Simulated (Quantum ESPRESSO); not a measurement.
**LaAsRuO: parallel and opposed starts**

Wanted: the moments of LaAsRuO and the energy of each order that was tried.

Calculated with Quantum ESPRESSO 7.5; LDA; plane waves with GBRV 1.5 LDA potentials, no spin-orbit coupling.

### Step 1. The structure

It takes space group P4/nmm (No. 129, tetragonal). The conventional cell has a = 4.120 Å, b = 4.120 Å, c = 8.491 Å, α = 90.00°, β = 90.00°, γ = 90.00°. Nearest to La lie 4 Ru at 2.73 Å and 1 As at 2.93 Å and 4 O at 3.21 Å. Nearest to As lie 4 O at 2.11 Å. Nearest to Ru lie 4 La at 2.73 Å and 4 Ru at 2.91 Å. O has 4 As at 2.11 Å and 4 La at 3.21 Å nearest. Farther neighbours and most contacts between anions are not listed.

The cell comes from Materials Project 2023-11-01, a database of computed structures, and need not be the stable phase.

### Step 2. Run 1, typed as ferro ++

The signs are those of the starting moments on the seeded atoms, the atoms that are given a moment.

Contents of pw.in:

```
&CONTROL
  calculation = 'scf'
  prefix = 'pwscf'
  outdir = './tmp'
  pseudo_dir = './pseudo'
  disk_io = 'nowf'
/
&SYSTEM
  ibrav = 0
  nat = 8
  ntyp = 4
  ecutwfc = 40
  ecutrho = 280
  nbnd = 52
  occupations = 'smearing'
  smearing = 'fd'
  degauss = 0.00734986
  nspin = 2
  starting_magnetization(1) = 0
  starting_magnetization(2) = 0
  starting_magnetization(3) = 0.0938
  starting_magnetization(4) = 0
/
&ELECTRONS
  conv_thr = 1.6d-08
  electron_maxstep = 150
  mixing_beta = 0.3
/
ATOMIC_SPECIES
La    138.9055 la_lda_v1.uspp.F.UPF
As     74.9216 as_lda_v1.uspp.F.UPF
Ru    101.0700 ru_lda_v1.2.uspp.F.UPF
O      15.9990 o_lda_v1.2.uspp.F.UPF
CELL_PARAMETERS angstrom
   4.1195000000    0.0000000000    0.0000000000
   0.0000000000    4.1195000000    0.0000000000
   0.0000000000    0.0000000000    8.4913000000
ATOMIC_POSITIONS crystal
La      0.0000000000    0.5000000000    0.7898370000
La      0.5000000000    0.0000000000    0.2101630000
As      0.0000000000    0.5000000000    0.4451850000
As      0.5000000000    0.0000000000    0.5548150000
Ru      0.0000000000    0.0000000000    0.0000000000
Ru      0.5000000000    0.5000000000    0.0000000000
O       0.0000000000    0.0000000000    0.5000000000
O       0.5000000000    0.5000000000    0.5000000000
K_POINTS automatic
6 6 6 0 0 0
```

Launch:

```console
> OMP_NUM_THREADS=1 mpirun -n 4 pw.x -nk 4 -in pw.in > pw.out
```

Log:

```text
Program PWSCF v.7.5 starts

     Message from routine setup:
     using ibrav=0 with symmetry is DISCOURAGED, use correct ibrav instead

     K-points division:     npool     =       4
     Subspace diagonalization in iterative solution of the eigenvalue problem:

     G-vector sticks info
     --------------------
     sticks:   dense  smooth     PW     G-vecs:    dense   smooth      PW
     Sum        1353     777    233                77005    33257    5499

     Using Slab Decomposition

     bravais-lattice index     =            0
     lattice parameter (alat)  =       7.7847  a.u.
     unit-cell volume          =     972.4333 (a.u.)^3
     number of atoms/cell      =            8
     number of atomic types    =            4
     number of electrons       =        76.00
     number of Kohn-Sham states=           52
     kinetic-energy cutoff     =      40.0000  Ry
     charge density cutoff     =     280.0000  Ry
     scf convergence threshold =      1.6E-08
     mixing beta               =       0.3000
     number of iterations used =            8  plain     mixing
     Exchange-correlation= SLA  PZ   NOGX NOGC
                           (   1   1   0   0   0   0   0)

     celldm(1)=   7.784727  celldm(2)=   0.000000  celldm(3)=   0.000000
     celldm(4)=   0.000000  celldm(5)=   0.000000  celldm(6)=   0.000000

     crystal axes: (cart. coord. in units of alat)
               a(1) = (   1.000000   0.000000   0.000000 )
               a(2) = (   0.000000   1.000000   0.000000 )
               a(3) = (   0.000000   0.000000   2.061245 )

     reciprocal axes: (cart. coord. in units 2 pi/alat)
               b(1) = (  1.000000  0.000000  0.000000 )
               b(2) = (  0.000000  1.000000  0.000000 )
               b(3) = (  0.000000  0.000000  0.485144 )

     PseudoPot. # 1 for La read from file:
     la_lda_v1.uspp.F.UPF
     Pseudo is Ultrasoft + core correction, Zval = 11.0
     Generated by new atomic code, or converted to UPF format
     Using radial grid of  995 points,  8 beta functions with:
                l(1) =   0
                l(2) =   0
                l(3) =   1
                l(4) =   1
                l(5) =   2
                l(6) =   2
                l(7) =   3
                l(8) =   3
     Q(r) pseudized with  8 coefficients,  rinner =    1.700   1.700   1.700
                                                       1.700   1.700   1.700
                                                       1.700

     PseudoPot. # 2 for As read from file:
     as_lda_v1.uspp.F.UPF
     Pseudo is Ultrasoft + core correction, Zval =  5.0
     Generated by new atomic code, or converted to UPF format
     Using radial grid of  875 points,  6 beta functions with:
                l(1) =   0
                l(2) =   0
                l(3) =   1
                l(4) =   1
                l(5) =   2
                l(6) =   2
     Q(r) pseudized with  8 coefficients,  rinner =    1.300   1.300   1.300
                                                       1.300   1.300

     PseudoPot. # 3 for Ru read from file:
     ru_lda_v1.2.uspp.F.UPF
     Pseudo is Ultrasoft + core correction, Zval = 16.0
     Generated by new atomic code, or converted to UPF format
     Using radial grid of  967 points,  6 beta functions with:
                l(1) =   0
                l(2) =   0
                l(3) =   1
                l(4) =   1
                l(5) =   2
                l(6) =   2
     Q(r) pseudized with  8 coefficients,  rinner =    1.300   1.300   1.300
                                                       1.300   1.300

     PseudoPot. # 4 for O  read from file:
     o_lda_v1.2.uspp.F.UPF
     Pseudo is Ultrasoft + core correction, Zval =  6.0
     Generated by new atomic code, or converted to UPF format
     Using radial grid of  737 points,  5 beta functions with:
                l(1) =   0
                l(2) =   0
                l(3) =   1
                l(4) =   1
                l(5) =   2
     Q(r) pseudized with  8 coefficients,  rinner =    0.900   0.900   0.900
                                                       0.900   0.900

     atomic species   valence    mass     pseudopotential
     La               11.00   138.90550     La( 1.00)
     As                5.00    74.92160     As( 1.00)
     Ru               16.00   101.07000     Ru( 1.00)
     O                 6.00    15.99900     O ( 1.00)

     Starting magnetic structure
     atomic species   magnetization
     La              0.000
     As              0.000
     Ru              0.094
     O               0.000

     16 Sym. Ops., with inversion, found ( 8 have fractional translation)

   Cartesian axes

     site n.     atom                  positions (alat units)
         1        La     tau(   1) = (   0.0000000   0.5000000   1.6280478  )
         2        La     tau(   2) = (   0.5000000   0.0000000   0.4331975  )
         3        As     tau(   3) = (   0.0000000   0.5000000   0.9176355  )
         4        As     tau(   4) = (   0.5000000   0.0000000   1.1436098  )
         5        Ru     tau(   5) = (   0.0000000   0.0000000   0.0000000  )
         6        Ru     tau(   6) = (   0.5000000   0.5000000   0.0000000  )
         7        O      tau(   7) = (   0.0000000   0.0000000   1.0306226  )
         8        O      tau(   8) = (   0.5000000   0.5000000   1.0306226  )

     number of k points=    40  Fermi-Dirac smearing, width (Ry)=  0.0073
                       cart. coord. in units 2pi/alat
        k(    1) = (   0.0000000   0.0000000   0.0000000), wk =   0.0046296
        k(    2) = (   0.0000000   0.0000000   0.0808573), wk =   0.0092593
        k(    3) = (   0.0000000   0.0000000   0.1617145), wk =   0.0092593
        k(    4) = (   0.0000000   0.0000000  -0.2425718), wk =   0.0046296
        k(    5) = (   0.0000000   0.1666667   0.0000000), wk =   0.0185185
        [... 35 further k-points ...]

     Dense  grid:    77005 G-vectors     FFT dimensions: (  48,  48,  90)

     Smooth grid:    33257 G-vectors     FFT dimensions: (  32,  32,  72)

     Generating pointlists ...
     new r_m :   0.2729 (alat units)  2.1244 (a.u.) for type    1
     new r_m :   0.2115 (alat units)  1.6461 (a.u.) for type    2
     new r_m :   0.2729 (alat units)  2.1244 (a.u.) for type    3
     new r_m :   0.2115 (alat units)  1.6461 (a.u.) for type    4

     Initial potential from superposition of free atoms

     starting charge      73.9423, renormalised to      76.0000

     negative rho (up, down):  1.623E-01 1.491E-01
     Starting wfcs are   82 randomized atomic wfcs

     Self-consistent Calculation

     iteration #  1     ecut=    40.00 Ry     beta= 0.30
     Davidson diagonalization with overlap
     ethr =  1.00E-02,  avg # of iterations =  2.0

     negative rho (up, down):  1.315E-01 1.226E-01

     total energy              =    -715.69627831 Ry
     estimated scf accuracy    <      51.20904163 Ry

     total magnetization       =     0.36 Bohr mag/cell
     absolute magnetization    =     0.41 Bohr mag/cell

     iteration #  2     ecut=    40.00 Ry     beta= 0.30
     Davidson diagonalization with overlap
     ethr =  1.00E-02,  avg # of iterations =  7.5

     negative rho (up, down):  1.323E-01 1.242E-01

     total energy              =    -725.65736916 Ry
     estimated scf accuracy    <     262.89675389 Ry

     total magnetization       =     0.02 Bohr mag/cell
     absolute magnetization    =     0.06 Bohr mag/cell

     iteration #  3     ecut=    40.00 Ry     beta= 0.30
     Davidson diagonalization with overlap
     ethr =  1.00E-02,  avg # of iterations =  8.0

     negative rho (up, down):  1.301E-01 1.223E-01

     total energy              =    -737.20445639 Ry
     estimated scf accuracy    <       4.95580377 Ry

     total magnetization       =     0.43 Bohr mag/cell
     absolute magnetization    =     0.76 Bohr mag/cell

     [... further iterations left out ...]

     iteration # 17     ecut=    40.00 Ry     beta= 0.30
     Davidson diagonalization with overlap
     ethr =  4.21E-09,  avg # of iterations =  5.0

     negative rho (up, down):  1.087E-01 1.087E-01

     total energy              =    -737.27818616 Ry
     estimated scf accuracy    <       0.00000550 Ry

     total magnetization       =     0.00 Bohr mag/cell
     absolute magnetization    =     0.00 Bohr mag/cell

     iteration # 18     ecut=    40.00 Ry     beta= 0.30
     Davidson diagonalization with overlap
     ethr =  4.21E-09,  avg # of iterations =  4.2

     negative rho (up, down):  1.087E-01 1.087E-01

     total energy              =    -737.27818716 Ry
     estimated scf accuracy    <       0.00000056 Ry

     total magnetization       =     0.00 Bohr mag/cell
     absolute magnetization    =     0.00 Bohr mag/cell

     iteration # 19     ecut=    40.00 Ry     beta= 0.30
     Davidson diagonalization with overlap
     ethr =  7.43E-10,  avg # of iterations =  2.9

     negative rho (up, down):  1.087E-01 1.087E-01

     total energy              =    -737.27818723 Ry
     estimated scf accuracy    <       0.00000006 Ry

     total magnetization       =     0.00 Bohr mag/cell
     absolute magnetization    =     0.00 Bohr mag/cell

     iteration # 20     ecut=    40.00 Ry     beta= 0.30
     Davidson diagonalization with overlap
     ethr =  7.75E-11,  avg # of iterations =  4.8

     negative rho (up, down):  1.087E-01 1.087E-01

     Magnetic moment per site  (integrated on atomic sphere of radius R)
     atom   1 (R=0.273)  charge=  7.5403  magn=  0.0000
     atom   2 (R=0.273)  charge=  7.5403  magn=  0.0000
     atom   3 (R=0.211)  charge=  1.8237  magn=  0.0000
     atom   4 (R=0.211)  charge=  1.8237  magn=  0.0000
     atom   5 (R=0.273)  charge= 14.2907  magn= -0.0000
     atom   6 (R=0.273)  charge= 14.2907  magn= -0.0000
     atom   7 (R=0.211)  charge=  5.6710  magn= -0.0000
     atom   8 (R=0.211)  charge=  5.6710  magn= -0.0000

     End of self-consistent calculation

     [... lines left out ...]
     the Fermi energy is    12.9531 ev

!    total energy              =    -737.27818726 Ry
     estimated scf accuracy    <          6.0E-09 Ry
     smearing contrib. (-TS)   =      -0.01290632 Ry
     internal energy E=F+TS    =    -737.26528094 Ry

     The total energy is F=E-TS. E is the sum of the following terms:
     one-electron contribution =    -263.06277367 Ry
     hartree contribution      =     173.57476142 Ry
     xc contribution           =    -226.63708959 Ry
     ewald contribution        =    -421.14017910 Ry

     total magnetization       =     0.00 Bohr mag/cell
     absolute magnetization    =     0.00 Bohr mag/cell

     convergence has been achieved in  20 iterations

=------------------------------------------------------------------------------=
   JOB DONE.
=------------------------------------------------------------------------------=
```

Wall time 2.8 min (4 MPI ranks of Intel Xeon Platinum 8488C (Sapphire Rapids), shared host); peak memory 1.5 GiB.

The spin moment in the atom's sphere vanishes on all atoms.

Numbers from this step:

| Item | Value |
| --- | --- |
| smearing term TS | 0.1756 eV |
| magnetization | 0 μB |
| absolute magnetization | 0 μB |
| final state | non-magnetic |

Valence density in the ac plane at fractional y = 0.000, with atoms of La and As and Ru and O within 0.2 Å of it. It is the smooth field of the valence electrons, not physical close to the nuclei.

Ten steps, logarithmic in the rise over the least value, from '0' (-1.4 e/Å³) to '9' (7.7 e/Å³), each cell a mean:
```
99866666666799
98766666666678
76666666666666
66666666666666
66666666666666
66666666666666
66666666666666
66666666666666
66666666666666
66666666666666
88766677666678
99766666666689
98766666666679
77666666666667
66666666666666
66666666666666
66666777766666
66667777776666
66667764677666
66667766777666
66666777776666
87666667666677
99866666666789
09976666666799
```
Columns run along a (4.1 Å), rows up along c (8.5 Å). Atoms in or near the plane, at fractional coordinates: La at (0.50, 0.21), As at (0.50, 0.55), Ru at (0.00, 0.00), O at (0.00, 0.50).

[end of part 1 of 2]

[Logs and program files are shortened in this print: banners, set-up blocks, solver, clock and traceback lines can be left out without a mark of their own.]

[Logs are printed without paths, hosts, clocks, repeated set-up lines and the standing remarks that a program may print on its own settings, such as how far it seeks lower states.]

[Hosts, paths, dates, database ids (printed as entryN), source tags and the programs' standing remarks are cut or masked in the printed files.]

[Where a cell is said to come from a database of computed structures, the database is the Materials Project.]
